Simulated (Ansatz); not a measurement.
# Is the response still linear at 0.5 V/Å? CrGe2N4 monolayer

The dipole of a slab grows in proportion to a weak field along its normal. Does the weak-field slope carry to a strong field?

**Method.** Ansatz 0.2.0, plane waves with PAW datasets (its set soft_2), PBE+U-D3(BJ); atoms held at their relaxed places, 18 Å of vacuum, dipole correction, cell area 7.87 Å², spin-polarised, 18×18 k-points, smearing 0.05 eV. Without field the slab has no gap over 0.05 eV.

```
  run  field (V/Å)  dipole (e·Å)
run 1        −0.10      −0.03632
run 2         0.00       0.00000
run 3         0.10       0.03632
run 4         0.50             ?
```

**Question.** What value belongs in the row marked “?”, and how far can the other rows tell?

A least-squares line through the 3 rows shown has slope 0.363200 and intercept 0.000000; no row lies more than 0.00001 e·Å off it. A perfect conductor with that slope would be 180.95 × 0.36320 / 7.87 = 8.35 Å thick. At 0.50 it gives 0.363200 × 0.50 + 0.000000 = 0.18160 e·Å, beyond the rows fitted. Rounding and scatter of the rows alone allow about ±0.00002 e·Å there.

The run itself gives 0.18169 e·Å: a miss of +0.00009 e·Å. That is under 1 % of the induced dipole, so the response is still linear.

**Limits.** Ions are held, so this is the electronic response. Of the series that stay linear within 1 %, this collection keeps about one in seven, and it keeps all that bend. With a small gap or none the response hangs on mesh and smearing, which were not varied here.

[Logs are printed without paths, hosts, clocks, repeated set-up lines and the standing remarks that a program may print on its own settings, such as how far it seeks lower states.]
